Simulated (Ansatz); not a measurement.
## TiAl3 (I4/mmm): zone-centre modes under pressure

Wanted: Grüneisen parameters and pressure coefficients of the modes of TiAl3 (I4/mmm).

Calculated with Ansatz 0.2.0; DFT PBEsol, scalar-relativistic, plane waves, PAW; PAW set soft_1.

Most raw output is cut from this account.

## (1) Starting point

Symmetry: I4/mmm, No. 139, tetragonal system. The conventional cell has a = 3.822 Å, b = 3.822 Å, c = 8.561 Å, α = 90.00°, β = 90.00°, γ = 90.00°. Nearest to Al lie 4 Ti at 2.70 Å and 8 Al at 2.87 Å. Nearest to Al lie 8 Al at 2.70 to 2.87 Å and 4 Ti at 2.87 Å. Ti has 12 Al at 2.70 to 2.87 Å nearest. Farther neighbours are not listed.

## (2) Relaxation

The cell and atoms are relaxed, since residual forces and stress would shift the frequencies.

Input file input.yaml:

```yaml
crystal:
  lattice:
    - [-1.9111067713, 1.9111067713, 4.2806687947]
    - [1.9111067713, -1.9111067713, 4.2806687947]
    - [1.9111067713, 1.9111067713, -4.2806687947]
  atoms:
    - { symbol: Al, position: [0.5, 0.5, 0.0] }
    - { symbol: Al, position: [0.75, 0.25, 0.5] }
    - { symbol: Al, position: [0.25, 0.75, 0.5] }
    - { symbol: Ti, position: [0.0, 0.0, 0.0] }
kpoints:
  mp_grid: { grid: [16, 16, 16] }
hamiltonian:
  xc: pbesol
  pseudopotentials: { kind: paw, azcp: { folder: soft_1 }, xc_functional: pbe }
scf:
  occupations: { method: gaussian, width: 0.1 }
output:
  forces: true
  stress: true
  eigenvalues: true
  write_density: true
  write_potential: true
  elf: true
  volumetric_format: npy
relax:
  adjacent_minimum: "off"
  f_tol: 0.005
  max_steps: 80
  cell: { stress_tol: 0.05 }
```

On the command line:

```sh
ansatz run input.yaml --threads 4 --pin off --max-ram 16384MiB --backend cpu --events-out ev --progress --plain --runs-dir out
```

Wall time 25 s (4 threads of Arm Neoverse V1, shared host); peak memory 0.63 GiB.

Step by step:

```csv
step,energy less that of the first step (eV),largest force component (eV/Å),pressure (GPa),volume (Å³)
1,0.0000,0.0000,-0.52,62.54
2,-0.0005,0.0000,0.19,62.14
3,-0.0005,0.0000,0.00,62.25
4*,-0.0005,0.0000,0.00,62.25
```

Relaxation steps marked * repeat the geometry before them on a plane-wave basis chosen anew for their cell, so energy and pressure can jump there.

Forces are held to the 16 operations that the run works with; a distortion that breaks them can't arise in this run.

```csv
"conventional cell, symmetrised",before,after,change
a (Å),3.822,3.815,-0.2 %
b (Å),3.822,3.815,-0.2 %
c (Å),8.561,8.553,-0.1 %
volume (Å³/atom),15.63,15.56,-0.5 %
```

Final coordinates:

```xyz
4
Lattice="-1.9076 1.9076 4.2766 1.9076 -1.9076 4.2766 1.9076 1.9076 -4.2766" Properties=species:S:1:pos:R:3 pbc="T T T"
Al    0.0000    0.0000    4.2766
Al    0.0000    1.9076    2.1383
Al    1.9076    0.0000    2.1383
Ti    0.0000    0.0000    0.0000
```

This step gave:

- pressure: -0.002856 GPa
- volume per atom: 15.56 Å³
- gap on the k-mesh: 0 eV

ELF in the ac plane of the conventional cell at fractional y = 0.000, with atoms of Al and Ti within 0.2 Å of it. It is the smooth field of the valence electrons, not physical close to the nuclei.

Ten even steps from '_' (0.54 × 1e-1) to '@' (6.99 × 1e-1), each cell a mean:
```
@@@@%%::__--++**==..__==@@@@
%%##==..::++####**==..::++%%
::::::--++##%%%%%%##==::::::
----++##%%##****##%%%%**==--
++**##%%##--..__..++%%%%##++
==++####==__..++__::**##**++
----++**==..__::__::++**==--
::--==**##++--::==**##**==::
--==**##%%%%%%%%%%%%%%##++--
::==##@@@@@@%%%%%%@@@@%%**--
__..++@@@@%%######%%@@%%--__
##__--%%@@%%**++##%%@@**..::
..__==%%@@%%****##%%@@##::__
__::**@@@@%%%%##%%@@@@%%++..
--==**%%@@@@@@%%@@@@%%%%**--
::--++##%%##****##%%##**==--
::--==**++::..__..==**++==::
--==****==__..++__..++**++==
++**##%%++..__::__--##%%##++
==++**%%%%++--::==**%%##**++
::::--++##%%%%%%%%%%**==::::
++==::..==**%%%%##++--..--++
@@@@**....--****++::..--##@@
%%@@%%::__::++++==..__++@@@@
```
Columns run along a (3.8 Å), rows up along c (8.6 Å), edges of the conventional cell, whose origin can differ from the input's. Atoms in or near the plane, at fractional coordinates: Al at (0.00, 0.50), Al at (0.50, 0.75), Al at (0.50, 0.25), Ti at (0.00, 0.00).

Valence density in the ac plane of the conventional cell at fractional y = 0.000, with atoms of Al and Ti within 0.2 Å of it. It is the smooth field of the valence electrons, not physical close to the nuclei.

Values in e/Å³, 24 rows by 14 columns, each cell a mean:
```
 9  7  3  1  0  0  0  0  0  0  0  1  4  8
 3  2  1  0  0  0  0  0  0  0  0  0  1  3
 1  0  0  0  0  0  0  0  0  0  0  0  0  0
 0  0  0  0  0  0  0  0  0  0  0  0  0  0
 0  0  0  0  0  0  0  0  0  0  0  0  0  0
 0  0  0  0  0  0  0  0  0  0  0  0  0  0
 0  0  0  0  0  0  0  0  0  0  0  0  0  0
 0  0  0  0  0  0  0  0  0  0  0  0  0  0
 0  0  0  0  0  0  0  0  0  0  0  0  0  0
 0  0  0  0  0  0  0  0  0  0  0  0  0  0
 0  0  0  0  0  0  0  0  0  0  0  0  0  0
 0  0  0  0  0  0  0  0  0  0  0  0  0  0
 0  0  0  0  0  0  0  0  0  0  0  0  0  0
 0  0  0  0  0  0  0  0  0  0  0  0  0  0
 0  0  0  0  0  0  0  0  0  0  0  0  0  0
 0  0  0  0  0  0  0  0  0  0  0  0  0  0
 0  0  0  0  0  0  0  0  0  0  0  0  0  0
 0  0  0  0  0  0  0  0  0  0  0  0  0  0
 0  0  0  0  0  0  0  0  0  0  0  0  0  0
 0  0  0  0  0  0  0  0  0  0  0  0  0  0
 0  0  0  0  0  0  0  0  0  0  0  0  0  0
 1  1  0  0  0  0  0  0  0  0  0  0  1  1
 6  4  2  0  0  0  0  0  0  0  0  1  2  5
11  8  3  1  0  0  0  0  0  0  0  1  5 10
```
Columns run along a (3.8 Å), rows up along c (8.6 Å), edges of the conventional cell, whose origin can differ from the input's. Atoms in or near the plane, at fractional coordinates: Al at (0.00, 0.50), Al at (0.50, 0.75), Al at (0.50, 0.25), Ti at (0.00, 0.00).

Electrostatic potential energy in the ac plane of the conventional cell at fractional y = 0.000, with atoms of Al and Ti within 0.2 Å of it. With pseudopotentials it is smooth inside the atoms' cores, unlike the true potential.

Ten even steps from '0' (-29 eV) to '9' (15 eV), each cell a mean:
```
00148999987300
01478999988531
56788888888876
88887655678888
99886567656899
99875699855899
99875689756899
99886555557889
88888776788888
55688888888765
76568999998656
98558999987569
97568999987568
55578999998655
67788888888876
88887655678888
99875567656899
99875699855899
99875689756899
99886555557899
78888776788888
34688888888753
00268999987410
00047899986200
```
Columns run along a (3.8 Å; values clipped at the 3rd and 97th percentile), rows up along c (8.6 Å), edges of the conventional cell, whose origin can differ from the input's. Atoms in or near the plane, at fractional coordinates: Al at (0.00, 0.50), Al at (0.50, 0.75), Al at (0.50, 0.25), Ti at (0.00, 0.00).

In this step the volume went from 15.63 to 15.56 Å³/atom.

## (3) Tight relaxation

Phonons need small forces and stress, so the relaxation is finished with tight tolerances on 16×16×16 k points.

Input file input.yaml:

```yaml
crystal:
  lattice:
    - [-1.9076016119, 1.9076016119, 4.2766307973]
    - [1.9076016119, -1.9076016119, 4.2766307973]
    - [1.9076016119, 1.9076016119, -4.2766307973]
  atoms:
    - { symbol: Al, position: [0.5, 0.5, 0.0] }
    - { symbol: Al, position: [0.75, 0.25, 0.5] }
    - { symbol: Al, position: [0.25, 0.75, 0.5] }
    - { symbol: Ti, position: [0.0, 0.0, 0.0] }
kpoints:
  mp_grid: { grid: [16, 16, 16] }
hamiltonian:
  xc: pbesol
  pseudopotentials: { kind: paw, azcp: { folder: soft_1 }, xc_functional: pbe }
scf:
  occupations: { method: methfessel_paxton, width: 0.2 }
output:
  forces: true
  stress: true
  eigenvalues: true
relax:
  adjacent_minimum: "off"
  f_tol: 0.001
  max_steps: 60
  cell: { stress_tol: 0.01 }
```

Run time: 21 s. Hardware: 4 threads; peak memory 0.62 GiB.

Little changed from the start: no atom moved by 0.005 Å and no cell edge by 0.1 %.

Numbers from this step:

- pressure: 3.72e-4 GPa

The forces vanish by symmetry and the pressure is 0.000 GPa, within the tolerances set. The cell now holds 15.56 Å³/atom.

## (4) Zone-centre response at rest

The force constants come from the linear response of the density to a displacement.

The modes at rest are the reference of the series.

input.yaml, the sections that differ from step 3:

```yaml
crystal:
  lattice:
    - [-1.9073656961, 1.9073656961, 4.2771174395]
    - [1.9073656961, -1.9073656961, 4.2771174395]
    - [1.9073656961, 1.9073656961, -4.2771174395]
  atoms:
    - { symbol: Al, position: [0.5, 0.5, 0.0] }
    - { symbol: Al, position: [0.75, 0.25, 0.5] }
    - { symbol: Al, position: [0.25, 0.75, 0.5] }
    - { symbol: Ti, position: [0.0, 0.0, 0.0] }
output:
  eigenvalues: true
phonons:
  method: dfpt
# kpoints, hamiltonian, scf: as in step 3
# relax: removed
```

Elapsed: 1.8 min, on 4 threads; peak memory 2.1 GiB; 7 min of CPU time.

This step gave:

| Quantity | Value |
| --- | --- |
| sum-rule residual before enforcement | 2.88e-5 eV/Å² |
| point group | 4/mmm |
| highest optical mode at the zone centre (no LO-TO term) | 351.0 cm⁻¹ |
| lowest optical zone-centre mode | 203.7 cm⁻¹ |

Patterns of degenerate modes are one choice out of their space. Modes at Γ, with each element's share of the kinetic energy:

```csv
mode,frequency (cm⁻¹),symmetry,Al %,Ti %
1,0.0,acoustic,63,37
2,0.0,acoustic,63,37
3,0.0,acoustic,63,37
4,203.7,A2u,65,35
5,227.4,Eu,73,27
6,227.4,Eu,73,27
7,259.1,B1g,100,0
8,328.8,A2u,73,27
9,342.9,Eg,100,0
10,342.9,Eg,100,0
11,351.0,Eu,64,36
12,351.0,Eu,64,36
```

Displacements in mode 4 (203.7 cm⁻¹), the largest set to 1:
```
Al1  0.00  0.00  1.00
Al2  0.00  0.00 -0.01
Al3  0.00  0.00 -0.01
Ti4  0.00  0.00 -0.56
```

Displacements in mode 12 (351.0 cm⁻¹), the largest set to 1:
```
Al1  0.00  1.00  0.00
Al2  0.00  0.00  0.00
Al3  0.00  0.00  0.00
Ti4  0.00 -0.56  0.00
```

Before it was imposed, the acoustic sum rule was missed by 2.9e-5 eV/Å². Small misses are needed for a sound result but don't prove that mesh and cutoff are converged. The lowest optical mode is real, 204 cm⁻¹.

## (5) A member of the series: 1.06 times the volume at rest

The cell is set to 1.06 times the volume at rest, and shape and atoms relax at that volume.

input.yaml, the sections that differ from step 4:

```yaml
crystal:
  lattice:
    - [-1.9439920861, 1.9439920861, 4.3645149995]
    - [1.9439920861, -1.9439920861, 4.3645149995]
    - [1.9439920861, 1.9439920861, -4.3645149995]
  atoms:
    - { symbol: Al, position: [0.5, 0.5, 0.0] }
    - { symbol: Al, position: [0.75, 0.25, 0.5] }
    - { symbol: Al, position: [0.25, 0.75, 0.5] }
    - { symbol: Ti, position: [0.0, 0.0, 0.0] }
output:
  forces: true
  stress: true
  eigenvalues: true
relax:
  adjacent_minimum: "off"
  f_tol: 0.001
  max_steps: 60
  cell: { stress_tol: 0.01, fix: [volume] }
# kpoints, hamiltonian, scf: as in step 4
# phonons: removed
```

Run time: 21 s. Hardware: 4 threads; peak memory 0.63 GiB.

Little changed from the start: no atom moved by 0.005 Å and no cell edge by 0.1 %.

Numbers from this step:

* pressure: -5.771 GPa
* volume per atom: 16.49 Å³

The forces vanish by symmetry, at a pressure of -5.77 GPa.

## (6) Modes of this member: 1.06 times the volume at rest

The zone-centre modes follow for 1.06 times the volume at rest.

input.yaml, the sections that differ from step 5:

```yaml
crystal:
  lattice:
    - [-1.9435684322, 1.9435684322, 4.3664179379]
    - [1.9435684322, -1.9435684322, 4.3664179379]
    - [1.9435684322, 1.9435684322, -4.3664179379]
  atoms:
    - { symbol: Al, position: [0.5, 0.5, 0.0] }
    - { symbol: Al, position: [0.75, 0.25, 0.5] }
    - { symbol: Al, position: [0.25, 0.75, 0.5] }
    - { symbol: Ti, position: [0.0, 0.0, 0.0] }
output:
  eigenvalues: true
phonons:
  method: dfpt
# kpoints, hamiltonian, scf: as in step 5
# relax: removed
```

It took 1.9 min on 4 threads; peak memory 2.1 GiB.

This step gave:

* sum-rule residual before enforcement: 5.11e-5 eV/Å²
* highest optical mode at the zone centre (no LO-TO term): 321.8 cm⁻¹
* lowest optical zone-centre mode: 184.6 cm⁻¹

Patterns of degenerate modes are one choice out of their space. The modes at Γ (shares of kinetic energy by element, %):

```csv
mode,frequency (cm⁻¹),symmetry,Al %,Ti %
1,0.0,acoustic,63,37
2,0.0,acoustic,63,37
3,0.0,acoustic,63,37
4,184.6,A2u,65,35
5,204.9,Eu,73,27
6,204.9,Eu,73,27
7,235.7,B1g,100,0
8,293.4,A2u,72,28
9,310.9,Eg,100,0
10,310.9,Eg,100,0
11,321.8,Eu,64,36
12,321.8,Eu,64,36
```

The lowest optical mode is real, 185 cm⁻¹, and the highest lies at 321.8 cm⁻¹.

Between step 4 and this run (volume ratio 1.06) the value for the highest optical mode at the zone centre (no LO-TO term) moves from 351 cm⁻¹ to 322 cm⁻¹ (-8 %).

## (7) Relaxation of a member: 0.9 times the volume at rest

The cell is set to 0.9 times the volume at rest, and shape and atoms relax at that volume.

input.yaml, the sections that differ from step 6:

```yaml
crystal:
  lattice:
    - [-1.8427604082, 1.8427604082, 4.1240495443]
    - [1.8427604082, -1.8427604082, 4.1240495443]
    - [1.8427604082, 1.8427604082, -4.1240495443]
  atoms:
    - { symbol: Al, position: [0.5, 0.5, 0.0] }
    - { symbol: Al, position: [0.75, 0.25, 0.5] }
    - { symbol: Al, position: [0.25, 0.75, 0.5] }
    - { symbol: Ti, position: [0.0, 0.0, 0.0] }
output:
  forces: true
  stress: true
  eigenvalues: true
relax:
  adjacent_minimum: "off"
  f_tol: 0.001
  max_steps: 60
  cell: { stress_tol: 0.01, fix: [volume] }
# kpoints, hamiltonian, scf: as in step 6
# phonons: removed
```

It took 18 s on 4 threads; peak memory 0.59 GiB.

Little changed from the start: no atom moved by 0.005 Å and no cell edge by 0.1 %.

This step gave:

- pressure: 14.52 GPa
- volume per atom: 14.00 Å³

The forces vanish by symmetry, at a pressure of 14.52 GPa.

## (8) Modes of this member: 0.9 times the volume at rest

The zone-centre modes follow for 0.9 times the volume at rest.

input.yaml, the sections that differ from step 7:

```yaml
crystal:
  lattice:
    - [-1.8430068897, 1.8430068897, 4.1229465275]
    - [1.8430068897, -1.8430068897, 4.1229465275]
    - [1.8430068897, 1.8430068897, -4.1229465275]
  atoms:
    - { symbol: Al, position: [0.5, 0.5, 0.0] }
    - { symbol: Al, position: [0.75, 0.25, 0.5] }
    - { symbol: Al, position: [0.25, 0.75, 0.5] }
    - { symbol: Ti, position: [0.0, 0.0, 0.0] }
output:
  eigenvalues: true
phonons:
  method: dfpt
# kpoints, hamiltonian, scf: as in step 7
# relax: removed
```

The job ended after 1.7 min (4 threads; peak memory 1.9 GiB).

This step gave:

```
sum-rule residual before enforcement                    : 2.94e-5 eV/Å²
highest optical mode at the zone centre (no LO-TO term) : 405.9 cm⁻¹
lowest optical zone-centre mode                         : 238.9 cm⁻¹
```

Patterns of degenerate modes are one choice out of their space. Modes at Γ, with each element's share of the kinetic energy:

```csv
mode,frequency (cm⁻¹),symmetry,Al %,Ti %
1,0.0,acoustic,63,37
2,0.0,acoustic,63,37
3,0.0,acoustic,63,37
4,238.9,A2u,63,37
5,268.9,Eu,73,27
6,268.9,Eu,73,27
7,302.4,B1g,100,0
8,395.4,A2u,74,26
9,403.5,Eg,100,0
10,403.5,Eg,100,0
11,405.9,Eu,64,36
12,405.9,Eu,64,36
```

The lowest optical mode is real, 239 cm⁻¹, and the highest lies at 405.9 cm⁻¹.

For the highest optical mode at the zone centre (no LO-TO term), step 4 gave 351 cm⁻¹; this run, with volume ratio 0.9, gives 406 cm⁻¹ (+16 %).

## (9) The series together

The members are set side by side, also those not shown above.

Each row is one cell with its response, relaxed at fixed volume as far as symmetry leaves anything free; energies are extrapolated to zero smearing, and E0 is that at rest; shape and atoms are relaxed in each cell where symmetry leaves them free; all runs use 16×16×16 k points and Methfessel-Paxton smearing of 0.2 eV. State of the crystal along the series:

```csv
volume ratio,V (Å³/atom),pressure (GPa),E - E0 (meV/atom),first cell vector (Å),third cell vector (Å)
0.9,14,14.52,64.61,4.878,4.878
0.92,14.32,11,39.88,4.914,4.914
0.94,14.63,7.819,21.65,4.95,4.95
0.96,14.94,4.945,9.293,4.986,4.986
0.98,15.25,2.348,2.247,5.022,5.022
0.99,15.4,1.145,0.5539,5.039,5.039
1,15.56,3.72e-4,0,5.057,5.057
1.02,15.87,-2.122,2.089,5.091,5.091
1.04,16.18,-4.039,8.099,5.126,5.126
1.06,16.49,-5.771,17.65,5.16,5.16
```

Each mode is tracked from rest by its pattern, and modes that stay within 0.3 cm⁻¹ of each other stand once; shape and atoms are relaxed in each cell where symmetry leaves them free; all runs use 16×16×16 k points and Methfessel-Paxton smearing of 0.2 eV. Optical modes along the series:

```csv
V (Å³/atom),mode 4 A2u (cm⁻¹),mode 5 Eu (cm⁻¹),mode 7 B1g (cm⁻¹),mode 8 A2u (cm⁻¹),mode 9 Eg (cm⁻¹),mode 11 Eu (cm⁻¹)
14,238.9,268.9,302.4,395.4,403.5,405.9
14.32,231.4,260.1,293.3,381.2,390.5,394.2
14.63,224.2,251.7,284.4,367.5,378,382.9
14.94,217.2,243.4,275.8,354.2,365.9,372
15.25,210.4,235.3,267.3,341.3,354.2,361.3
15.4,207,231.3,263.2,335,348.5,356.1
15.56,203.7,227.4,259.1,328.8,342.9,351
15.87,197.2,219.7,251.1,316.7,331.9,341
16.18,190.8,212.2,243.3,304.9,321.2,331.2
16.49,184.6,204.9,235.7,293.4,310.9,321.8
```

From cubic fits (parabolas where under five rows exist) of ln ω and P against ln V through the rows within about 4 % of rest: γ = −d ln ω / d ln V and dω/dP = γ ω / B. Slopes at rest:

```csv
mode,fitted frequency at rest (cm⁻¹),Grüneisen parameter γ,dω/dP (cm⁻¹/GPa)
mode 4 A2u,203.7,1.62,2.95
mode 5 Eu,227.4,1.71,3.49
mode 7 B1g,259.1,1.56,3.64
mode 8 A2u,328.8,1.87,5.51
mode 9 Eg,342.9,1.62,4.99
mode 11 Eu,351,1.45,4.56
```

## (10) Results

```yaml
members: 10
highest_optical_mode_at_the_zone_centre_no_lo_to_term_at_rest: 351.0 cm⁻¹
bulk_modulus_at_rest: 111 GPa
mode_7_b1g_gamma: 1.56
mode_8_a2u_gamma: 1.87
mode_9_eg_gamma: 1.62
mode_11_eu_gamma: 1.45
```

**Reading.** The series spans -5.8 to 14.5 GPa, and the slope at rest gives a bulk modulus of 111 GPa. Among the modes in the table of slopes γ runs from 1.45 (mode 11 Eu) to 1.87 (mode 8 A2u). One k mesh and one cutoff serve the ground states and modes of all volumes. These are harmonic frequencies at zero temperature: anharmonic shifts, linewidths and thermal expansion are left out. With no gap, or one that is small against the smearing, the frequencies hang on the k mesh and the smearing, most of all near Kohn anomalies. The runs are without spin polarisation, although the cell has an odd electron count. The PAW files were made for PBE; the program adapts parts of them to the functional of the run, but their partial waves stay those of PBE, an approximation that was not tested in this session. Only the zone centre was solved, so an instability at another wavevector cannot show here.

[Logs are printed without paths, hosts, clocks, repeated set-up lines and the standing remarks that a program may print on its own settings, such as how far it seeks lower states.]

[Hosts, paths, dates, database ids (printed as entryN), source tags and the programs' standing remarks are cut or masked in the printed files.]
